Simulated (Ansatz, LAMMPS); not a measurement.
# Forces and charges in liquid (Cs,K,Li)F at 1540 K (82 atoms)

Wanted: forces, charges and levels of liquid (Cs,K,Li)F at 1540 K (82 atoms).

Method: Kohn-Sham DFT, PBEsol, PAW (set soft_2), plane waves, in Ansatz 0.2.0.

### 1. The structure

The cell holds 82 atoms: 15 Cs, 8 K, 18 Li and 41 F. Cell: a = 13.143 Å, b = 13.143 Å, c = 13.143 Å, α = 90.0°, β = 90.0°, γ = 90.0°. 82 atoms (15 Cs, 8 K, 18 Li, 41 F) placed at random at 2.35 g/cm³, melted at 1800 K for 10 ps at fixed volume with the Lennard-Jones and Coulomb ion parameters for SPC/E (Joung and Cheatham, J. Phys. Chem. B 112, 9020 (2008)), full charges. Snapshot at the end of a hold of 20 ps at 1540 K and fixed volume.

What the set-up can't give: The starting topology of bonds comes from the classical model, and needn't be the one that DFT or experiment would give. The ion parameters were fitted for water, not for melts, so the starting structure of this cell may lie well off the real melt's. Sampling is at Γ alone, for a cell whose shortest periodic width is 13 Å. Spin–orbit coupling is left out, which matters for the levels of the heavy elements.

### 2. How the cell was made

A classical potential makes the cell, at a small fraction of what the same run would cost in DFT.

This step: classical MD, Lennard-Jones and Coulomb ion parameters for SPC/E (Joung and Cheatham, J. Phys. Chem. B 112, 9020 (2008)), full charges (LAMMPS 22 Jul 2025 - Update 4).

in.lmp

```
# melt-quench of Cs15K8Li18F41
units metal
atom_style charge
boundary p p p
region box block 0 13.1430 0 13.1430 0 13.1430
create_box 4 box
mass 1 132.9055   # Cs
mass 2 39.0983   # K
mass 3 6.9400   # Li
mass 4 18.9984   # F
create_atoms 1 random 15 886784 NULL overlap 2.18 maxtry 2000
create_atoms 2 random 8 886791 NULL overlap 2.18 maxtry 2000
create_atoms 3 random 18 886798 NULL overlap 2.18 maxtry 2000
create_atoms 4 random 41 886805 NULL overlap 2.18 maxtry 2000
pair_style lj/cut/coul/long 9.0
pair_modify mix arithmetic tail yes
pair_coeff 1 1 0.003897 3.6010   # Cs
pair_coeff 2 2 0.018634 2.8384   # K
pair_coeff 3 3 0.014602 1.4094   # Li
pair_coeff 4 4 0.000321 4.0215   # F
set type 1 charge 1
set type 2 charge 1
set type 3 charge 1
set type 4 charge -1
kspace_style pppm 1.0e-4
neigh_modify delay 0 every 1 check yes
thermo_style custom step time temp pe press density
thermo_modify norm yes
timestep 0.002
thermo 100
min_style cg
minimize 1e-4 1e-4 200 2000
reset_timestep 0
velocity all create 1800 886785 mom yes dist gaussian
# [... 14 lines left out ...]
compute msd all msd com yes
thermo 2500
fix md all nvt temp 1540 1540 0.2
run 10000 post no
print "== T1540: mean square displacement over the hold $(c_msd[4]:%.2f) A^2"
unfix md
uncompute msd
write_dump all custom T1540.dump id type xs ys zs modify sort id
```

Command:

```console
lmp -in in.lmp -log none -nocite
```

Numbers of over 12 decimals in the logs are rounded to 6 here.

Log:

```text
LAMMPS (22 Jul 2025 - Update 4)
Created orthogonal box = (0 0 0) to (13.143 13.143 13.143)
Created 15 atoms
Created 8 atoms
Created 18 atoms
Created 41 atoms
PPPM initialization ...
  G vector (1/distance) = 0.3092778
  grid = 9 9 9
  estimated relative force accuracy = 7.717779e-05
   Step          Time           Temp          PotEng         Press         Density
         0   0              0             -0.84875429     117083.73      2.3480145
        84   0.168          0             -4.4595446     -14739.848      2.3480145
Loop time of 0.0314604 s on 1 MPI rank(s) for 84 steps with 82 atoms
Minimization stats:
  Stopping criterion = energy tolerance
  Energy initial, next-to-last, final =
     -0.84875429121036   -4.4591266991932  -4.45954462591837
  Force two-norm initial, final = 76.859427 0.78156153
  Iterations, force evaluations = 84 110
   Step          Time           Temp          PotEng         Press         Density
[... 8 lines left out ...]
      3332   6.664          1829.8825     -4.2155137     -1326.829       2.3480145
      4165   8.33           1812.5914     -4.2456307      606.77732      2.3480145
      4998   9.996          1860.8034     -4.2227396     -2192.1646      2.3480145
      5831   11.662         2226.2912     -4.2320554      987.61715      2.3480145
[... 1 line left out ...]
Loop time of 1.13134 s on 1 MPI rank(s) for 5000 steps with 82 atoms
   Step          Time           Temp          PotEng         Press         Density
[... 5 lines left out ...]
Loop time of 0.560155 s on 1 MPI rank(s) for 2500 steps with 82 atoms
   Step          Time           Temp          PotEng         Press         Density
[... 2 lines left out ...]
     12500   25             1480.3815     -4.2805244      3935.1803      2.3480145
     15000   30             1779.8519     -4.2679805     -558.98004      2.3480145
     17500   35             1537.2501     -4.2575989     -461.23842      2.3480145
     18500   37             1623.4263     -4.2774604     -2880.4704      2.3480145
Loop time of 2.22189 s on 1 MPI rank(s) for 10000 steps with 82 atoms
== T1540: mean square displacement over the hold 77.82 A^2
```

The job ended after 4.3 s (1 thread of Arm Neoverse V1, shared host; peak memory 0.078 GiB).

### 3. Plane-wave single point

One self-consistent run at the given positions yields energy and forces.

input.yaml

```yaml
crystal:
  lattice:
    - [13.143, 0.0, 0.0]
    - [0.0, 13.143, 0.0]
    - [0.0, 0.0, 13.143]
  atoms:
    - { symbol: Cs, position: [0.67227, 0.51458, 0.53541] }
    - { symbol: Cs, position: [0.61835, 0.89945, 0.08951] }
    - { symbol: Cs, position: [0.26798, 0.81603, 0.74421] }
    - { symbol: Cs, position: [0.69532, 0.75528, 0.40429] }
    - { symbol: Cs, position: [0.29911, 0.55986, 0.50634] }
    - { symbol: Cs, position: [0.60533, 0.47054, 0.27249] }
    - { symbol: Cs, position: [0.65291, 0.00921, 0.77089] }
    - { symbol: Cs, position: [0.02383, 0.23382, 0.35736] }
    - { symbol: Cs, position: [0.88187, 0.37539, 0.8916] }
    - { symbol: Cs, position: [0.08897, 0.71652, 0.3791] }
    - { symbol: Cs, position: [0.9573, 0.07455, 0.84728] }
    - { symbol: Cs, position: [0.86312, 0.75558, 0.85325] }
    - { symbol: Cs, position: [0.42172, 0.24535, 0.01301] }
    - { symbol: Cs, position: [0.77208, 0.11122, 0.52781] }
    - { symbol: Cs, position: [0.24074, 0.94429, 0.14521] }
    - { symbol: K, position: [0.36671, 0.59647, 0.97317] }
    - { symbol: K, position: [0.65068, 0.32615, 0.72069] }
    - { symbol: K, position: [0.6026, 0.58882, 0.99204] }
    - { symbol: K, position: [0.72295, 0.24678, 0.08517] }
    - { symbol: K, position: [0.1677, 0.35516, 0.65348] }
    - { symbol: K, position: [0.47335, 0.20918, 0.45448] }
    - { symbol: K, position: [0.15084, 0.53405, 0.87919] }
    - { symbol: K, position: [0.48764, 0.47126, 0.70847] }
    - { symbol: Li, position: [0.92932, 0.86801, 0.54084] }
    - { symbol: Li, position: [0.01953, 0.60366, 0.58506] }
    - { symbol: Li, position: [0.02466, 0.93297, 0.34774] }
    - { symbol: Li, position: [0.58835, 0.74202, 0.74017] }
    - { symbol: Li, position: [0.14218, 0.88851, 0.91528] }
    - { symbol: Li, position: [0.43873, 0.8869, 0.89954] }
    - { symbol: Li, position: [0.97354, 0.03313, 0.12888] }
    - { symbol: Li, position: [0.44055, 0.93933, 0.58069] }
    - { symbol: Li, position: [0.09669, 0.28218, 0.0226] }
    - { symbol: Li, position: [0.86949, 0.52058, 0.16262] }
    - { symbol: Li, position: [0.41654, 0.65028, 0.25819] }
    - { symbol: Li, position: [0.28719, 0.49265, 0.19138] }
    - { symbol: Li, position: [0.2609, 0.90713, 0.4673] }
    - { symbol: Li, position: [0.20665, 0.12505, 0.53276] }
    - { symbol: Li, position: [0.05837, 0.97904, 0.64351] }
    - { symbol: Li, position: [0.91987, 0.53556, 0.37614] }
    - { symbol: Li, position: [0.05839, 0.62492, 0.09532] }
    - { symbol: Li, position: [0.47083, 0.71872, 0.48068] }
    - { symbol: F, position: [0.88481, 0.39146, 0.10512] }
    - { symbol: F, position: [0.53983, 0.36744, 0.89134] }
    - { symbol: F, position: [0.26172, 0.26143, 0.4814] }
    - { symbol: F, position: [0.15268, 0.67271, 0.61907] }
    - { symbol: F, position: [0.89117, 0.69645, 0.51367] }
    - { symbol: F, position: [0.62377, 0.08488, 0.98584] }
    - { symbol: F, position: [0.53187, 0.62072, 0.82139] }
    - { symbol: F, position: [0.33436, 0.03089, 0.50897] }
    - { symbol: F, position: [0.27404, 0.95802, 0.94896] }
    - { symbol: F, position: [0.49545, 0.76897, 0.98555] }
    - { symbol: F, position: [0.07905, 0.92342, 0.7946] }
    - { symbol: F, position: [0.52074, 0.80397, 0.25211] }
    - { symbol: F, position: [0.26936, 0.62652, 0.29079] }
    - { symbol: F, position: [0.06302, 0.52038, 0.45759] }
    - { symbol: F, position: [0.18805, 0.90285, 0.33204] }
    - { symbol: F, position: [0.66767, 0.80149, 0.85236] }
    - { symbol: F, position: [0.58538, 0.22058, 0.2844] }
    - { symbol: F, position: [0.51586, 0.59748, 0.40854] }
    - { symbol: F, position: [0.97627, 0.1668, 0.05629] }
    - { symbol: F, position: [0.19988, 0.39964, 0.11318] }
    - { symbol: F, position: [0.05029, 0.06987, 0.25671] }
    - { symbol: F, position: [0.08845, 0.14857, 0.60005] }
    - { symbol: F, position: [0.79165, 0.20545, 0.77374] }
    - { symbol: F, position: [0.43293, 0.51236, 0.15994] }
    - { symbol: F, position: [0.36429, 0.80179, 0.53869] }
    - { symbol: F, position: [0.19908, 0.70107, 0.01426] }
    - { symbol: F, position: [0.81685, 0.43926, 0.39564] }
    - { symbol: F, position: [0.74916, 0.60128, 0.1747] }
    - { symbol: F, position: [0.78499, 0.48331, 0.70857] }
    - { symbol: F, position: [0.58158, 0.69207, 0.59087] }
    - { symbol: F, position: [0.98196, 0.60766, 0.23793] }
    - { symbol: F, position: [0.97413, 0.59503, 0.97455] }
    - { symbol: F, position: [0.06647, 0.95637, 0.4962] }
    - { symbol: F, position: [0.10393, 0.32013, 0.87904] }
    - { symbol: F, position: [0.02002, 0.90985, 0.03098] }
    - { symbol: F, position: [0.29966, 0.47544, 0.74736] }
    - { symbol: F, position: [0.46857, 0.89148, 0.74323] }
    - { symbol: F, position: [0.88657, 0.97322, 0.42729] }
    - { symbol: F, position: [0.89167, 0.93943, 0.66775] }
    - { symbol: F, position: [0.562, 0.02562, 0.57579] }
    - { symbol: F, position: [0.52976, 0.36262, 0.53783] }
kpoints:
  mp_grid: { grid: [1, 1, 1] }
hamiltonian:
  xc: pbesol
scf:
  occupations: { method: fixed }
output:
  forces: true
  stress: true
  populations: true
  dos:
    method: { smearing: { sigma: 0.1 } }
    de: 0.1
    projected: { site_lists: { Cs: [Cs], F: [F], K: [K], Li: [Li] } }
  eigenvalues: true
  write_density: true
  write_potential: true
  volumetric_format: npy
```

Command:

```console
ansatz run input.yaml --threads 8 --pin off --max-ram 15872MiB --backend cpu --events-out ev --progress --plain --runs-dir out
```

Log:

```text
Engine: ansatz 0.2.0, aarch64-unknown-linux-gnu
Pseudopotentials: kind: paw
Pseudopotential: Cs, paw, valence charge 9, recommended cutoff 420 eV (normal), Cs.paw.azcp
Pseudopotential: K, paw, valence charge 9, recommended cutoff 420 eV (normal), K.paw.azcp
Pseudopotential: Li, paw, valence charge 3, recommended cutoff 420 eV (normal), Li.paw.azcp
Pseudopotential: F, paw, valence charge 7, recommended cutoff 420 eV (normal), F.paw.azcp
[... 3 lines on functional and potentials left out ...]
Crystal: 82 atoms, lattice volume = 2270.301 Å³
Basis set: ecut = 420 eV, 44299 PW (Γ), exchange–correlation on 180×180×180 points (8 copies of the dense FFT grid, shifted against one another)
Bands: 356, of which v1, the nominal top of the filled ones, is band 274 counted from 1 (273 counted from 0)
Symmetry: 1 space group operations
Space group: P1 (ITA 1), of the structure as read, at distance tolerance 1.3e-4 Å
k-points: 1
[... 12 lines on functional and potentials left out ...]
Initial density: superposition of atomic densities (neutral atoms: chi_scale 0, normalization atom), corrected by the library's trained network
Initial wavefunctions: pseudopotential atomic-orbital guess
Functional: x = pbesol(κ = 0.804, μ = 0.123457), c = pbesol(β = 0.046)
SCF iter   1: F=—  HF=-132475.245675 eV  |F-HF|=—  |Δ(HF+E_count)|=         —  Δρ=7.24e-3  dr2=7.87e-1  ethr=1.77e-3  ⟨swp⟩=5.0  Hψ=1282  notcnv=0  defer=80
preconditioner: auto → Resta (q_TF=auto, 2.153 Å⁻¹)  ε∞=2.6  [insulator: Δε(μ)=3.168 eV  Ē_g=13.646 eV  n_scr=388 (ndim 8)  ℏωp=17.1 eV  f_vac=0.304  ε∞_Penn≈2.6]
SCF iter   2: F=—  HF=-132475.065629 eV  |F-HF|=—  |Δ(HF+E_count)|=   1.80e-1  Δρ=2.62e-3  dr2=1.04e-1  ethr=1.44e-4  ⟨swp⟩=2.0  Hψ=658  notcnv=0  defer=80
SCF iter   3: F=—  HF=-132475.043941 eV  |F-HF|=—  |Δ(HF+E_count)|=   2.17e-2  Δρ=6.02e-4  dr2=1.49e-2  ethr=1.90e-5  ⟨swp⟩=2.0  Hψ=526  notcnv=0  defer=80
SCF iter   4: F=—  HF=-132475.046717 eV  |F-HF|=—  |Δ(HF+E_count)|=   2.78e-3  Δρ=3.40e-4  dr2=2.68e-3  ethr=2.71e-6  ⟨swp⟩=3.0  Hψ=556  notcnv=0  defer=80
SCF iter   5: F=—  HF=-132475.046975 eV  |F-HF|=—  |Δ(HF+E_count)|=   2.59e-4  Δρ=1.89e-4  dr2=7.29e-4  ethr=4.89e-7  ⟨swp⟩=2.0  Hψ=528  notcnv=0  defer=80
SCF iter   6: F=—  HF=-132475.047048 eV  |F-HF|=—  |Δ(HF+E_count)|=   7.32e-5  Δρ=4.32e-5  dr2=5.08e-5  ethr=1.33e-7  ⟨swp⟩=2.0  Hψ=605  notcnv=0  defer=80
SCF iter   7: F=—  HF=-132475.047576 eV  |F-HF|=—  |Δ(HF+E_count)|=   5.28e-4  Δρ=3.73e-5  dr2=2.26e-5  ethr=9.27e-9  ⟨swp⟩=2.0  Hψ=554  notcnv=0  defer=80
SCF iter   8: F=—  HF=-132475.047576 eV  |F-HF|=—  |Δ(HF+E_count)|=   5.15e-7  Δρ=4.77e-6  dr2=8.02e-7  ethr=4.12e-9  ⟨swp⟩=2.0  Hψ=526  notcnv=0  defer=80
SCF iter   9: F=—  HF=-132475.047577 eV  |F-HF|=—  |Δ(HF+E_count)|=   1.12e-6  Δρ=3.16e-6  dr2=1.84e-7  ethr=1.46e-10  ⟨swp⟩=2.0  Hψ=526  notcnv=0  defer=80
SCF iter  10: F=-132475.047577 eV  HF=-132475.047577 eV  |F-HF|=2.19e-8  |Δ(HF+E_count)|=   6.50e-8  Δρ=1.96e-6  dr2=6.50e-8  ethr=1.82e-11  ⟨swp⟩=23.0  Hψ=3440  notcnv=0
SCF 1 converged in 10 iterations: F = -132475.047577 eV  dr2 = 6.50e-8
  greatest PAW one-centre occupation: 1.000 electrons in one spin orbital (limit 2), on the Li atom at site 32 (counted from 0), in its partial waves of l = 0
WARN: The input density's exchange-correlation potential varies sharply where the density is thin. Do not read a vacuum level from v_tot or v_xc, or from such a field of the output density. On a cell that repeats whose density bears no net charge and no dipole along the vacuum's axis use v_es (v_loc + v_h of the components); [...]
SCF converged after 10 iterations
Free energy (F): -132475.047577 eV
Harris-Foulkes:  -132475.047577 eV  (|F-HF|=2.19e-8)
Internal energy: -132475.047577 eV  (E = F + TS)
E sigma→0 (E₀):  -132475.047577 eV
Fermi energy:    0.298573 eV
--- Per-component energies (eV) ---
  E_band       = -5690.215457
  E_kinetic    = 12979.605516
  E_local      = -49959.478455  (includes V_loc(G=0)·N_el)
  E_nonlocal   = 2995.106526
  E_hartree    = 19684.680635
  E_xc         = -7088.195210
  E_vxc        = -7623.373561  (∫ρ·V_xc dr)
  E_paw        = -89124.062672  (= ΣΔE_a)
  E_vpaw       = -3451.517988  (= ΣTr[D̂ρ^β])
  E_aug_tail   = 0.083127  (compensation charges beyond the density's cutoff)
  E_ewald      = -21967.552673
  E_core_change = 4.765630  (= ΣΔE_core)
  E_smearing   = -0.000000  (= −TS)
  E_closure    = -0.000000  (closes the sum)
  Σ components = -132475.047577   (vs F -132475.047577, Δ=0.00e0)
--- Forces (eV/Å), atoms counted from 1 ---
  atom   1  Cs     0.82629390    -0.19028880     0.07509841
  atom   2  Cs     0.03279787    -0.20919848     0.17754730
  atom   3  Cs     0.06318861    -0.32953420    -0.46463506
  atom   4  Cs     0.12185219     0.20565108    -0.29311502
  atom   5  Cs    -0.22450389    -0.23321412    -0.06431026
  atom   6  Cs     0.51608276    -0.67773406     0.03301742
  atom   7  Cs     0.06790486    -0.00710928     0.18157135
  atom   8  Cs     0.13355177     0.39344039     0.27485020
  atom   9  Cs     0.15600809     0.20748452    -0.20829377
  atom  10  Cs     0.23403795    -0.12345223    -0.08513336
  atom  11  Cs    -0.29284873     0.52310984     0.18986585
  atom  12  Cs     0.37919597    -0.06665078     0.01250316
  atom  13  Cs     0.26584394     0.04789753    -0.10095190
  atom  14  Cs     0.05466081    -0.20797040     0.02936333
[...]
atom  81  F     -0.07328160    -0.11493095    -0.09463626
  atom  82  F      0.17465884     0.18120161     0.83783836
  max |Σ_I F_I| component: 8.37e-5 eV/Å
--- Stress (GPa, compression-positive) ---
       -2.849541      -0.381913      -0.090407
       -0.381913      -3.000521      -0.134551
       -0.090407      -0.134551      -3.105280
  P = ⅓ Tr σ = -2.9851 GPa (-29.851 kbar)
--- Band table (eV) ---
  k-point 0: bands = ["-44.1404", "-43.9690", "-43.8290", "-43.6722", [... 340 levels ...], "7.6863", "7.7508", "7.7584", "7.7899", "7.8338", "7.8468", "7.8939", "7.9314", "7.9585", "8.0315", "8.0496", "8.0884"]
--- Löwdin populations: 82 sites ---
  site symbol       q [e]
     0     Cs      8.0383
     1     Cs      8.0542
     2     Cs      8.0209
[...]
81      F      7.7882
  spilling = 0.006778 (of n_electrons = 548.000000)
```

It took 25 s on 8 threads of Arm Neoverse V1, shared host; peak memory 2.7 GiB; 2.8 min of CPU time.

The program notes that the exchange-correlation potential is rough where the density is thin.

The run gave:

```yaml
free_energy: -132475.0476 eV
free_energy_per_atom: -1615.5494 eV/atom
scf_cycles: 10
pressure: -2.985 GPa
r_m_s_force_component: 0.4409 eV/Å
longest_force: 1.928 eV/Å
fermi_energy: 0.2986 eV
spacing_of_highest_filled_and_lowest_empty_level: 3.287 eV
spilling_of_the_projection: 0.006778
```

Length of the force by element:

```
element  coordination  atoms  mean length of the force (eV/Å)  spread   least   most
     Cs           all     15                            0.427   0.204   0.194  0.853
      F           all     41                            0.756   0.331  0.0878   1.54
      K           all      8                            0.625   0.152   0.429  0.886
     Li           all     18                            0.762   0.391   0.220   1.93
```

Löwdin charges by element (they lack the spilled electrons, 0.045 e an atom on average):

| element | coordination | atoms | mean charge (e) | spread | least | most |
| --- | --- | --- | --- | --- | --- | --- |
| Cs | all | 15 | 0.947 | 0.0171 | 0.927 | 0.985 |
| F | all | 41 | -0.771 | 0.012 | -0.792 | -0.734 |
| K | all | 8 | 0.852 | 0.0111 | 0.836 | 0.870 |
| Li | all | 18 | 0.794 | 0.0167 | 0.766 | 0.823 |

Density of states as counts of states in windows of 1 eV (from the Fermi level), total and the larger projections:

| from (eV) | to (eV) | total | F p | Cs p |
| --- | --- | --- | --- | --- |
| -10 | -8 | 0.0 | 0.0 | 0.0 |
| -8 | -7 | 24.4 | 0.6 | 23.5 |
| -7 | -6 | 60.5 | 2.2 | 57.6 |
| -6 | -5 | 5.1 | 0.3 | 4.7 |
| -5 | -4 | 0.0 | 0.0 | 0.0 |
| -4 | -3 | 8.6 | 8.1 | 0.1 |
| -3 | -2 | 66.8 | 63.2 | 1.0 |
| -2 | -1 | 135.3 | 130.0 | 1.6 |
| -1 | 0 | 34.0 | 32.8 | 0.5 |
| 0 | 1 | 1.3 | 1.3 | 0.0 |
| 1 | 3 | 0.0 | 0.0 | 0.0 |
| 3 | 4 | 2.9 | 0.1 | 0.0 |
| 4 | 5 | 16.9 | 0.7 | 0.2 |

With fixed occupations the program's Fermi level is the highest filled level; weight inside the gap is the broadening of levels at its edges.

Between -26 and -10 eV lie 160 more states.

The stored curve holds about 496 of the 548 electrons; the rest, give or take the few that broadening carries across the Fermi level, lie in deeper levels below its range.

The levels nearest the highest filled one (over half full), pooled over k-points and spins:

```csv
level less the highest filled one (eV),occupation
-0.633,2
-0.532,2
-0.469,2
-0.194,2
-0.0453,2
0,2
3.29,0
4.02,0
4.19,0
4.34,0
4.53,0
4.57,0
```

Valence density in the ac plane at fractional y = 0.521, with atoms of Cs and K and Li and F within 0.2 Å of it. It is the smooth field of the valence electrons, not physical close to the nuclei.

Values in units of 1e0 e/Å³, 13 rows by 16 columns, each cell a mean:
```
0.1 0.2 0.7 0.2 0.0 0.2 0.2 0.0 0.1 0.3 0.2 0.0 0.0 0.0 0.1 0.2
0.0 1.0 3.5 1.2 0.0 0.0 0.0 0.0 0.0 0.0 0.0 0.0 0.0 0.0 0.0 0.0
0.0 0.1 0.6 0.2 0.4 0.3 0.0 0.1 0.1 0.0 0.0 0.0 0.1 0.1 0.0 0.0
0.0 0.0 0.0 0.1 0.8 0.6 0.1 1.1 0.9 0.1 0.0 0.2 1.9 0.6 0.0 0.0
0.0 0.0 0.0 0.0 0.1 0.1 0.1 0.4 0.3 0.1 0.2 0.2 0.5 0.2 0.0 0.0
0.1 0.1 0.0 0.2 0.6 0.6 0.1 0.0 0.0 0.4 0.8 0.8 0.2 0.0 0.0 0.0
2.0 3.4 0.2 0.3 1.0 0.9 0.2 0.0 0.1 0.4 0.8 0.8 0.2 0.0 0.0 0.1
1.6 2.7 0.1 0.1 0.3 0.3 0.1 0.1 0.2 0.1 0.2 0.1 0.1 0.1 1.0 0.5
0.0 0.0 0.0 0.0 0.0 0.0 0.0 0.0 0.2 0.5 0.4 0.1 0.1 0.1 1.1 0.4
0.1 0.0 0.0 0.0 0.1 0.0 0.1 0.1 0.3 1.0 0.8 0.1 0.0 0.0 0.0 0.1
0.0 0.0 0.0 0.0 1.0 0.3 3.0 3.6 0.2 0.3 0.2 0.1 0.2 1.5 1.7 0.1
0.0 0.0 0.0 0.0 0.0 0.1 1.2 1.5 0.1 0.0 0.0 0.0 0.1 0.3 0.4 0.0
0.1 0.0 0.0 0.0 0.0 0.1 0.1 0.0 0.1 0.3 0.2 0.0 0.0 0.0 0.0 0.1
```
Columns run along a (13.1 Å), rows up along c (13.1 Å). Atoms in or near the plane, at fractional coordinates: Cs at (0.67, 0.54), K at (0.15, 0.88), Li at (0.87, 0.16), Li at (0.92, 0.38), F at (0.06, 0.46), F at (0.43, 0.16).

(Continued in part 2 of 2.)

[Logs are printed without paths, hosts, clocks, repeated set-up lines and the standing remarks that a program may print on its own settings, such as how far it seeks lower states.]

[Hosts, paths, dates, database ids (printed as entryN), source tags and the programs' standing remarks are cut or masked in the printed files.]
